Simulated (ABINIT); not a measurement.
Planning a run of ABINIT 10.8.3 on AlGaAs2 (zincblende [001] superlattice) (P-4m2). The input:

The structure was built from a prototype and need not be the compound's stable phase.

```
acell 3*1.0 Angstrom
rprim 
  4.012873860044 0.000000000000 0.000000000000
  0.000000000000 4.012873860044 0.000000000000
  0.000000000000 0.000000000000 5.653081698734
ntypat 3
znucl 31 33 13
natom 4
typat 1 2 3 2
xred 
  0.000000000000 0.000000000000 0.125000000000
  0.500000000000 0.000000000000 0.375237529043
  0.500000000000 0.500000000000 0.625000000000
  0.000000000000 0.500000000000 0.874762470957
pp_dirpath "pseudos"
pseudos "Ga.upf, As.upf, Al.upf"
ecut 45
nspinor 2
iscf -2
irdden 1
kptopt 0
nkpt 39
kpt 
  0.00000000 0.00000000 0.00000000
  0.00000000 0.12500010 0.00000000
  0.00000000 0.25000020 0.00000000
  0.00000000 0.37500031 0.00000000
  0.00000000 0.50000041 0.00000000
  0.12499990 0.50000041 0.00000000
  0.24999979 0.50000041 0.00000000
  0.37499969 0.50000041 0.00000000
  0.49999959 0.50000041 0.00000000
  0.37499969 0.37500031 0.00000000
  0.24999979 0.25000020 0.00000000
  0.12499990 0.12500010 0.00000000
  0.00000000 0.00000000 0.00000000
  0.00000000 0.00000000 0.12500000
  0.00000000 0.00000000 0.25000000
  0.00000000 0.00000000 0.37500000
  0.00000000 0.00000000 0.50000000
  0.00000000 0.12500010 0.50000000
  0.00000000 0.25000020 0.50000000
  0.00000000 0.37500031 0.50000000
  0.00000000 0.50000041 0.50000000
  0.12499990 0.50000041 0.50000000
  0.24999979 0.50000041 0.50000000
  0.37499969 0.50000041 0.50000000
  0.49999959 0.50000041 0.50000000
  0.37499969 0.37500031 0.50000000
  0.24999979 0.25000020 0.50000000
  0.12499990 0.12500010 0.50000000
  0.00000000 0.00000000 0.50000000
  0.00000000 0.50000041 0.00000000
  0.00000000 0.50000041 0.12500000
  0.00000000 0.50000041 0.25000000
  0.00000000 0.50000041 0.37500000
  0.00000000 0.50000041 0.50000000
  0.49999959 0.50000041 0.00000000
  0.49999959 0.50000041 0.12500000
  0.49999959 0.50000041 0.25000000
  0.49999959 0.50000041 0.37500000
  0.49999959 0.50000041 0.50000000
istwfk *1
nband 86
nbdbuf 6
tolwfr 1e-08
nstep 40
prtwf 0
prtvol 0
indata_prefix "in"
outdata_prefix "out"
tmpdata_prefix "tmp"
```

```sh
OMP_NUM_THREADS=1 mpirun -n 8 abinit run.abi > log
```

Q: How long will it take on 8 MPI ranks of Arm Neoverse N1, shared host, and how much memory?

It took 9.1 min; on shared hardware allow 4.5 min to 18 min. Peak host memory was 1.7 GiB.

[Paths, hosts, dates, memory and timing lines, banners, echoed tables and standing remarks are left out of the program output.]

[Logs are printed without paths, hosts, clocks, repeated set-up lines and the standing remarks that a program may print on its own settings, such as how far it seeks lower states.]

[Runs of the session that timed out or met a known fault of the program may be left out.]

[Hosts, paths, dates, database ids (printed as entryN), source tags and the programs' standing remarks are cut or masked in the printed files.]

[G0W0 gaps are taken among the corrected bands and points alone; a level outside them can change the order at an edge.]

[Where Ansatz stands beside ABINIT at settings called matched, ABINIT's density can come from a denser mesh and the files from another edition; pairs whose starting gaps differed by over 0.03 eV were left out, so agreement reads better than it is.]
